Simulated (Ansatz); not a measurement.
# Cs on Rh(111): change of the work function, part 2 of 2

How does one ordered layer of Cs (fcc site) change the work function of Rh(111), and what dipole does each adsorbate carry?

Ansatz 0.2.0; plane-wave DFT, PBE, Ansatz PAW.

So far, work function, upper face (eV): step 2 (the clean slab) 5.17.

**3. The covered slab**

System of this step: Cs/Rh(111). The cell holds 17 atoms: 16 Rh and 1 Cs. Its edges and angles: a = 5.374 Å, b = 5.374 Å, c = 28.234 Å, α = 90.0°, β = 90.0°, γ = 60.0°. Vacuum lies along c.

The clean slab as it ended is repeated in the plane and the adsorbate is set on one face; the cell's size fixes the coverage, and the k-mesh shrinks with it to keep the sampling density about even. Adsorbate and upper layers relax, since the dipole depends on the height.

input.yaml

```yaml
crystal:
  lattice:
    - [5.374011537, -1.0e-10, 0.0]
    - [2.6870057685, 4.6540305112, 0.0]
    - [0.0, 0.0, 28.2344550513]
  atoms:
    - { symbol: Rh, position: [0.0, 0.0, 0.3187594726] }
    - { symbol: Rh, position: [0.1666666667, 0.1666666667, 0.3964635054] }
    - { symbol: Rh, position: [0.3333333333, 0.3333333333, 0.4740338708] }
    - { symbol: Rh, position: [0.0, 0.0, 0.5515888446] }
    - { symbol: Rh, position: [0.0, 0.5, 0.3187594726] }
    - { symbol: Rh, position: [0.1666666667, 0.6666666667, 0.3964635054] }
    - { symbol: Rh, position: [0.3333333333, 0.8333333333, 0.4740338708] }
    - { symbol: Rh, position: [0.0, 0.5, 0.5515888446] }
    - { symbol: Rh, position: [0.5, 0.0, 0.3187594726] }
    - { symbol: Rh, position: [0.6666666667, 0.1666666667, 0.3964635054] }
    - { symbol: Rh, position: [0.8333333333, 0.3333333333, 0.4740338708] }
    - { symbol: Rh, position: [0.5, 0.0, 0.5515888446] }
    - { symbol: Rh, position: [0.5, 0.5, 0.3187594726] }
    - { symbol: Rh, position: [0.6666666667, 0.6666666667, 0.3964635054] }
    - { symbol: Rh, position: [0.8333333333, 0.8333333333, 0.4740338708] }
    - { symbol: Rh, position: [0.5, 0.5, 0.5515888446] }
    - { symbol: Cs, position: [0.1666666667, 0.1666666667, 0.6812405274] }
kpoints:
  mp_grid: { grid: [6, 6, 1] }
hamiltonian:
  xc: pbe
scf:
  occupations: { method: fermi_dirac, width: 0.1 }
  convergence: { dr2_threshold: 1.0e-08 }
efield:
  axis: 3
  dipole_correction: true
  ramp_position: 0.97
  ramp_width: 0.06
relax:
  f_tol: 0.02
  max_steps: 60
  constraints: [{ sites: [0, 1, 4, 5, 8, 9, 12, 13] }]
output:
  dos: { projected: true, e_range: [-8, 4] }
  write_potential: true
  write_density: true
  volumetric_format: npy
  elf: true
```

Run with:

```console
> ansatz run input.yaml --threads 4 --pin off --max-ram 6144MiB --backend cpu --events-out ev --progress --plain --runs-dir out
```

Standard output:

```text
[...]
Crystal: 17 atoms, lattice volume = 706.167 Å³
Basis set: ecut = 420 eV, 13733 PW (Γ), exchange–correlation on 72×72×384 points (8 copies of the dense FFT grid, shifted against one another)
Bands: 169, of which v1, the nominal top of the filled ones, is band 141 counted from 1 (140 counted from 0)
Symmetry: 6 space group operations
[...]
k-points: 7 of 36 (time reversal used)
[...]
SCF iter   1: F=—  HF=-108112.068250 eV  |F-HF|=—  |Δ(HF+E_count)|=         —  Δρ=3.81e-3  dr2=6.12e-1  ethr=1.77e-3  p=0.442 e·Å  D=1.13e-1 V/Å  ΔV_dip=-3.19 eV  dr2_dipole=8.14e-2  V_vac-E_F(+/−)=1.79/4.99 eV  ⟨swp⟩=8.7  Hψ=5281  notcnv=0  defer=5
[...]
SCF iter  13: F=-108112.066368 eV  HF=-108112.066368 eV  |F-HF|=1.89e-9  |Δ(HF+E_count)|=   6.32e-8  Δρ=4.51e-7  dr2=4.87e-9  ethr=3.56e-12  p=0.425 e·Å  D=1.09e-1 V/Å  ΔV_dip=-3.07 eV  dr2_dipole=1.62e-10  V_vac-E_F(+/−)=2.10/5.17 eV  ⟨swp⟩=25.0  Hψ=8632  notcnv=0
SCF 1 converged in 13 iterations: F = -108112.066368 eV  dr2 = 4.87e-9
[...]
relax step   1: F+E_penalty+E_count = -108112.06636765 eV  Δ(F+E_penalty+E_count) = +0.000e0 eV  max|allowed force component| = 6.282e-1 eV/Å  Δτ_max = 0.0000 Å  (13 SCF iters, accepted)
[...]
SCF iter  10: F=-108112.133349 eV  HF=-108112.133349 eV  |F-HF|=8.70e-9  |Δ(HF+E_count)|=   3.01e-8  Δρ=4.00e-7  dr2=2.94e-9  ethr=3.56e-12  p=0.433 e·Å  D=1.11e-1 V/Å  ΔV_dip=-3.14 eV  dr2_dipole=1.11e-9  V_vac-E_F(+/−)=2.04/5.17 eV  ⟨swp⟩=14.9  Hψ=8147  notcnv=0
SCF 2 converged in 10 iterations: F = -108112.133349 eV  dr2 = 2.94e-9
[...]
relax step   2: F+E_penalty+E_count = -108112.13334861 eV  Δ(F+E_penalty+E_count) = -6.698e-2 eV  max|allowed force component| = 6.100e-1 eV/Å  Δτ_max = 0.0918 Å  (10 SCF iters, accepted)
[...]
SCF iter  12: F=-108112.249617 eV  HF=-108112.249617 eV  |F-HF|=7.19e-9  |Δ(HF+E_count)|=   1.05e-9  Δρ=4.27e-7  dr2=4.39e-9  ethr=3.56e-12  p=0.455 e·Å  D=1.17e-1 V/Å  ΔV_dip=-3.29 eV  dr2_dipole=1.44e-9  V_vac-E_F(+/−)=1.88/5.17 eV  ⟨swp⟩=12.6  Hψ=8488  notcnv=0
SCF 3 converged in 12 iterations: F = -108112.249617 eV  dr2 = 4.39e-9
[...]
relax step   3: F+E_penalty+E_count = -108112.24961693 eV  Δ(F+E_penalty+E_count) = -1.163e-1 eV  max|allowed force component| = 5.046e-1 eV/Å  Δτ_max = 0.1953 Å  (12 SCF iters, accepted)
[...]
relax step   4: F+E_penalty+E_count = -108112.32875231 eV  Δ(F+E_penalty+E_count) = -7.914e-2 eV  max|allowed force component| = 2.917e-1 eV/Å  Δτ_max = 0.1922 Å  (12 SCF iters, accepted)
[...]
relax step   5: F+E_penalty+E_count = -108112.35189467 eV  Δ(F+E_penalty+E_count) = -2.314e-2 eV  max|allowed force component| = 1.373e-1 eV/Å  Δτ_max = 0.1136 Å  (11 SCF iters, accepted)
SCF iter   1: F=—  HF=-108112.357042 eV  |F-HF|=—  |Δ(HF+E_count)|=         —  Δρ=1.43e-3  dr2=1.57e-1  ethr=5.54e-5  p=0.493 e·Å  D=1.26e-1 V/Å  ΔV_dip=-3.56 eV  dr2_dipole=4.13e-2  V_vac-E_F(+/−)=1.61/5.17 eV  ⟨swp⟩=3.6  Hψ=2405  notcnv=0  defer=11
[...]
SCF iter   9: F=-108112.356784 eV  HF=-108112.356784 eV  |F-HF|=7.77e-9  |Δ(HF+E_count)|=   3.62e-8  Δρ=4.83e-7  dr2=5.16e-9  ethr=3.56e-12  p=0.499 e·Å  D=1.28e-1 V/Å  ΔV_dip=-3.61 eV  dr2_dipole=7.37e-10  V_vac-E_F(+/−)=1.56/5.17 eV  ⟨swp⟩=13.7  Hψ=8434  notcnv=0
SCF 6 converged in 9 iterations: F = -108112.356784 eV  dr2 = 5.16e-9
relax step   6: F+E_penalty+E_count = -108112.35678355 eV  Δ(F+E_penalty+E_count) = -4.889e-3 eV  max|allowed force component| = 8.874e-3 eV/Å  Δτ_max = 0.0619 Å  (9 SCF iters, accepted)
NSCF: frozen V_eff on 7 k-points
[...]
SCF converged after 9 iterations
Free energy (F): -108112.356784 eV
[...]
Internal energy: -108111.476075 eV  (E = F + TS)
E sigma→0 (E₀):  -108111.916429 eV
Entropy (-TS):   -0.880709 eV (-51.806 meV/atom)
Fermi energy:    5.432867 eV
Dipole field:    D = 0.127772 V/Å  (p = 0.498632 e·Å, saw-weighted, corrected)
Work function:   Φ+ = 1.5585 eV   Φ− = 5.1661 eV
[...]
--- Forces (eV/Å), atoms counted from 1 ---
  atom   1  Rh     0.00385738     0.00222706     0.04938374
  atom   2  Rh     0.00000000     0.00000000    -0.00062845
  atom   3  Rh     0.00332936     0.00192220    -0.00607198
  atom   4  Rh     0.00087464     0.00050498     0.00770184
  atom   5  Rh    -0.00000000    -0.00445412     0.04938374
  atom   6  Rh     0.04196289    -0.02422728    -0.06297275
  atom   7  Rh    -0.00000000    -0.00384441    -0.00607198
  atom   8  Rh    -0.00000000    -0.00100995     0.00770184
  atom   9  Rh    -0.00385738     0.00222706     0.04938374
  atom  10  Rh     0.00000000     0.04845457    -0.06297275
  atom  11  Rh    -0.00332936     0.00192220    -0.00607198
  atom  12  Rh    -0.00087464     0.00050498     0.00770184
  atom  13  Rh     0.00000000     0.00000000     0.05622154
  atom  14  Rh    -0.04196289    -0.02422728    -0.06297275
  atom  15  Rh     0.00000000    -0.00000000    -0.00562370
  atom  16  Rh     0.00000000     0.00000000    -0.00887418
  atom  17  Cs     0.00000000    -0.00000000    -0.00523393
  max |Σ_I F_I| component: 1.62e-5 eV/Å
--- Band table (eV; the first three rows and the last of 7) ---
  k-point 0: bands = [... 137 lower, 5.7946, 5.8106, 5.8928, 5.8928, 6.0404, 6.0404, 6.0454, 6.2026, ... 24 higher]
  k-point 1: bands = [... 137 lower, 5.6805, 5.7007, 5.7008, 5.7107, 5.7842, 5.8217, 5.8248, 5.9066, ... 24 higher]
  k-point 2: bands = [... 137 lower, 5.0147, 5.1612, 5.3395, 5.3792, 5.4154, 5.4962, 5.5327, 5.5379, ... 24 higher]
  k-point 6: bands = [... 137 lower, 5.1656, 5.1752, 5.2146, 5.2214, 5.2667, 5.5424, 5.5788, 5.5897, ... 24 higher]
--- Relaxed structure (6 steps of the walk, 6 accepted, 0 SCFs on fresh bases) ---
  F+E_penalty+E_count = -108112.35678355 eV   max|allowed force component| = 8.874e-3 eV/Å
  atoms:
    - { symbol: Rh, position: [-1.795949e-17, -1.795949e-17, 0.318759] }
    - { symbol: Rh, position: [0.166667, 0.166667, 0.396464] }
    - { symbol: Rh, position: [0.333448, 0.333448, 0.474483] }
    - { symbol: Rh, position: [-0.00127585, -0.00127585, 0.551844] }
    - { symbol: Rh, position: [0.0, 0.5, 0.318759] }
    - { symbol: Rh, position: [0.166667, 0.666667, 0.396464] }
    - { symbol: Rh, position: [0.333448, 0.833104, 0.474483] }
    - { symbol: Rh, position: [-0.00127585, 0.502552, 0.551844] }
    - { symbol: Rh, position: [0.500000, -1.795949e-17, 0.318759] }
    - { symbol: Rh, position: [0.666667, 0.166667, 0.396464] }
    - { symbol: Rh, position: [0.833104, 0.333448, 0.474483] }
    - { symbol: Rh, position: [0.502552, -0.00127585, 0.551844] }
    - { symbol: Rh, position: [0.500000, 0.500000, 0.318759] }
    - { symbol: Rh, position: [0.666667, 0.666667, 0.396464] }
    - { symbol: Rh, position: [0.833333, 0.833333, 0.473537] }
    - { symbol: Rh, position: [0.500000, 0.500000, 0.553328] }
    - { symbol: Cs, position: [0.166667, 0.166667, 0.658050] }
```

Elapsed: 3 min, on 4 threads of Arm Neoverse V2, shared host; peak memory 2.8 GiB; 12 min of CPU time.

Relaxation path:

```tsv
step	energy less that of the first step (eV)	largest force component (eV/Å)
1	0.0000	0.6282
2	-0.0670	0.6100
3	-0.1832	0.5046
4	-0.2624	0.2917
5	-0.2855	0.1373
6	-0.2904	0.0089
```

Forces are held to the 6 operations that the program found; a distortion that breaks them can't arise in this run.

The atoms that moved most (Å):

```tsv
atom	dx	dy	dz	length
Cs17	0.000	0.000	-0.655	0.655
Rh16	0.000	0.000	0.049	0.049
Rh15	0.000	0.000	-0.014	0.014
Rh8	0.000	0.012	0.007	0.014
Rh4	-0.010	-0.006	0.007	0.014
Rh12	0.010	-0.006	0.007	0.014
Rh3	0.001	0.001	0.013	0.013
Rh7	0.000	-0.001	0.013	0.013
```

Final coordinates:

```
Rh Cs
1.0
     5.37401    0.00000    0.00000
     2.68701    4.65403    0.00000
     0.00000    0.00000   28.23446
Rh Cs
16 1
Direct
  0.00000 0.00000 0.31876
  0.16667 0.16667 0.39646
  0.33345 0.33345 0.47448
  0.99872 0.99872 0.55184
  0.00000 0.50000 0.31876
  0.16667 0.66667 0.39646
  0.33345 0.83310 0.47448
  0.99872 0.50255 0.55184
  0.50000 0.00000 0.31876
  0.66667 0.16667 0.39646
  0.83310 0.33345 0.47448
  0.50255 0.99872 0.55184
  0.50000 0.50000 0.31876
  0.66667 0.66667 0.39646
  0.83333 0.83333 0.47354
  0.50000 0.50000 0.55333
  0.16667 0.16667 0.65805
```

This step gave:

* energy at zero smearing: -108111.9164 eV
* work function, upper face: 1.558 eV
* work function, lower face: 5.166 eV
* dipole along the normal: 0.4986 e·Å
* step between the vacuum levels: -3.608 eV

Running mean over 2.194 Å of the planar mean; the ramp of the sawtooth is left out. Table of electron's electrostatic potential energy less the Fermi level by z:

z (Å), electron's electrostatic potential energy less the Fermi level (eV) and a bar from the least value:
```
        4        5.2 ##############################
        5        5.2 ##############################
        6        5.1 ##############################
        7        4.2 ############################
        8       -5.6 #############
        9      -12.7 #
       10      -13.1 
       11      -13.2 
       12      -13.2 
       13      -13.2 
       14      -13.1 
       15      -12.9 #
       16      -11.7 ##
       17       -2.1 ##################
       18       -0.9 ####################
       19       -2.1 ##################
       20       -0.2 #####################
       21        1.2 ########################
       22        1.5 ########################
       23        1.5 ########################
       24        1.5 ########################
       25        1.6 ########################
```

The density of states has structure finer than the step of the table below, so its rows give means over 0.5 eV. Peaks (eV: height): -4.27: 51.7, -2.74: 78.8, -2.68: 47.9, -2.32: 61.6, -0.69: 44.3, 0.09: 46.5, 0.30: 45.4.

Table of density of states by energy, zero at the Fermi level; means over each step:

```tsv
energy (eV)	density of states (states/eV a cell)
-7.5	0.197
-7.0	0.919
-6.5	1.11
-6.0	4.21
-5.5	18.9
-5.0	27.4
-4.5	22.6
-4.0	20.2
-3.5	17.6
-3.0	26.9
-2.5	35.5
-2.0	24.0
-1.5	24.1
-1.0	23.2
-0.5	29.1
0.0	25.9
0.5	29.0
1.0	10.2
1.5	8.05
```

Projected DOS per atom over height of the atomic layer and energy from the Fermi level. Layers: Rh4 Rh4 Rh4 Rh4 Cs from below.

Values in states/eV, 22 rows by 5 columns, each cell a mean:
```
0.44 0.35 0.36 0.49 0.41
0.16 0.14 0.16 0.19 0.35
0.88 0.77 0.78 0.85 1.04
1.74 2.10 2.10 1.58 0.61
1.75 1.32 1.25 1.71 0.25
2.10 1.44 1.45 2.10 0.27
1.85 1.16 1.23 1.73 0.23
1.75 1.34 1.42 1.70 0.21
1.83 0.97 0.97 1.81 0.11
2.27 1.51 1.51 2.32 0.07
2.12 2.10 2.08 2.22 0.04
1.16 1.46 1.44 1.25 0.02
1.11 1.32 1.32 1.17 0.02
1.34 1.15 1.17 1.37 0.01
1.35 1.41 1.40 1.38 0.02
1.13 2.27 2.23 1.14 0.03
0.50 1.89 1.84 0.49 0.02
0.13 0.50 0.48 0.13 0.01
0.03 0.12 0.12 0.03 0.00
0.02 0.10 0.09 0.02 0.00
0.01 0.06 0.05 0.01 0.00
0.00 0.00 0.00 0.00 0.00
```
Columns: height of the atomic layer (Å) from 9 to 18.6 (not evenly spaced); rows upwards: energy from the Fermi level (eV) from -7.96 to 1.95.

Valence density in the ca plane at fractional y = 0.167, with atoms of Rh and Cs within 0.2 Å of it. It is the smooth field of the valence electrons, not physical close to the nuclei.

Ten steps, logarithmic in the rise over the least value, from '0' (0 e/Å³) to '9' (14 e/Å³), each cell a mean:
```
65322232223554323554311112222100000000000000
54322333223554323554310000110000000000000000
43224665322343222343210000000000000000000000
22236898532222212222110000000000000000000000
22236998632222111222110000000000000000000000
32235887532222212232110000000000000000000000
43223565323343223443210000000000000000000000
55322332223554323554311001110000000000000000
54322333223554323454311123332100000000000000
43224665322343222333211234443210000000000000
22236898532222212222111244344310000000000000
22236998632222111222111343134310000000000000
32235887532222212222211244444310000000000000
43223565322343222443211134443210000000000000
```
Columns run along c (16.0 Å, from fractional 0.32 to 0.89 of the cell), rows up along a (5.4 Å). Atoms in or near the plane, at fractional coordinates: Rh at (0.40, 0.17), Rh at (0.40, 0.67), Cs at (0.66, 0.17).

Electrostatic potential energy in the ca plane at fractional y = 0.167, with atoms of Rh and Cs within 0.2 Å of it. With pseudopotentials it is smooth inside the atoms' cores, unlike the true potential.

Ten even steps from '0' (-48 eV) to '9' (9 eV), each cell a mean:
```
35899889998535898546899998788999999999999999
46899888998545898546899999999999999999999999
78997324798778999878999999999999999999999999
99983000489999999999999999999999999999999999
99972000389999999999999999999999999999999999
89984000589989999989999999999999999999999999
67897535898767998767999999999999999999999999
35899888998535898546899999999999999999999999
46899888998546898546899987778999999999999999
78997424798778999878999865456899999999999999
99983000489999999999999755555799999999999999
99972000389999999999999745554689999999999999
89984000589999999999999754555799999999999999
67898535898767998767999875556899999999999999
```
Columns run along c (16.0 Å, from fractional 0.32 to 0.89 of the cell; values clipped at the 3rd and 97th percentile), rows up along a (5.4 Å). Atoms in or near the plane, at fractional coordinates: Rh at (0.40, 0.17), Rh at (0.40, 0.67), Cs at (0.66, 0.17).

ELF in the ca plane at fractional y = 0.167, with atoms of Rh and Cs within 0.2 Å of it. It is the smooth field of the valence electrons, not physical close to the nuclei.

Values, 8 rows by 16 columns, each cell a mean:
```
0.36 0.23 0.24 0.24 0.40 0.25 0.37 0.27 0.16 0.61 0.52 0.10 0.04 0.05 0.02 0.01
0.25 0.30 0.49 0.25 0.28 0.22 0.25 0.25 0.14 0.07 0.07 0.03 0.04 0.04 0.02 0.00
0.26 0.43 0.73 0.29 0.25 0.19 0.25 0.29 0.20 0.03 0.01 0.03 0.05 0.04 0.02 0.00
0.26 0.31 0.50 0.25 0.26 0.21 0.26 0.25 0.14 0.06 0.06 0.03 0.05 0.04 0.02 0.00
0.36 0.23 0.24 0.24 0.40 0.25 0.37 0.27 0.16 0.59 0.50 0.10 0.04 0.05 0.02 0.00
0.25 0.30 0.49 0.25 0.27 0.22 0.25 0.23 0.42 0.76 0.81 0.28 0.05 0.05 0.03 0.01
0.26 0.43 0.73 0.29 0.25 0.20 0.25 0.25 0.55 0.26 0.74 0.37 0.05 0.06 0.03 0.01
0.26 0.31 0.51 0.25 0.25 0.21 0.26 0.23 0.43 0.74 0.81 0.29 0.05 0.05 0.03 0.01
```
Columns run along c (16.0 Å, from fractional 0.32 to 0.89 of the cell), rows up along a (5.4 Å). Atoms in or near the plane, at fractional coordinates: Rh at (0.40, 0.17), Rh at (0.40, 0.67), Cs at (0.66, 0.17).

The relaxation took 6 steps and lowered the energy by 0.29 eV; the largest force on the free atoms ends at 0.0089 eV/Å.

By hand: a sheet of dipoles makes a step −p/(ε₀A) in the electron's potential. With e/ε₀ = 180.95 V·Å, p = 0.4986 e·Å and A = 25.01 Å², that is −180.95 × (0.4986) / 25.01 = -3.608 eV, and the two vacuum levels of the run differ by -3.608 eV.

The covered face has 1.56 eV, -3.61 eV against the clean one; the bare back face has moved by -0.00 eV, a measure of how thin the slab is.

**4. Work function against coverage**

This step: plane-wave DFT, PBE, Ansatz PAW; work function against coverage (Ansatz 0.2.0).

The runs are now put side by side.

This step gave:

```
work function of the clean face     : 5.167 eV
largest change of the work function : -3.609 eV
```

Work function of the covered face against coverage:

```tsv
coverage (adsorbates/nm²)	work function of the covered face (eV)
0.00	5.17
4.00	1.56
```

The dipole per adsorbate comes from the change of the cell's dipole. Coverage, by row:

```tsv
coverage (1/nm²)	coverage (ML)	work function (eV)	change (eV)	dipole per adsorbate, positive end outwards (debye)	mean height of the added atoms over the highest substrate atom (Å)
3.998	0.25	1.558	-3.609	2.394	2.957
```

**5. Results**

| Item | Value |
| --- | --- |
| work function of the clean face | 5.17 eV |
| work function at 0.25 ML | 1.56 eV |
| dipole per adsorbate at 0.25 ML, positive end outwards | 2.39 D |

In words: Cs lowers the work function of Rh(111) at the lowest coverage, by 3.61 eV: the adsorbate layer has its positive end outwards. One coverage alone was completed, so no trend follows. The slab has 4 layers, at the tabulated experimental lattice constant, one starting site was run, and quantum-size effects of a slab this thin can reach one or two tenths of an eV.

[Long decimals in the printed logs are rounded to 6 places.]

[Logs are printed without paths, hosts, clocks, repeated set-up lines and the standing remarks that a program may print on its own settings, such as how far it seeks lower states.]

[Hosts, paths, dates, database ids (printed as entryN), source tags and the programs' standing remarks are cut or masked in the printed files.]

[Maps of the electrostatic potential energy from Ansatz leave out the sawtooth potential of an applied field or a dipole correction, so their vacuum need not be flat; planar profiles and work functions include it.]

[The density of states shown here was stored with 400 of the rows of the run's finer table, so its peaks can read low, often by over a quarter, or be missed, and its means over a window can be off by a tenth or more.]
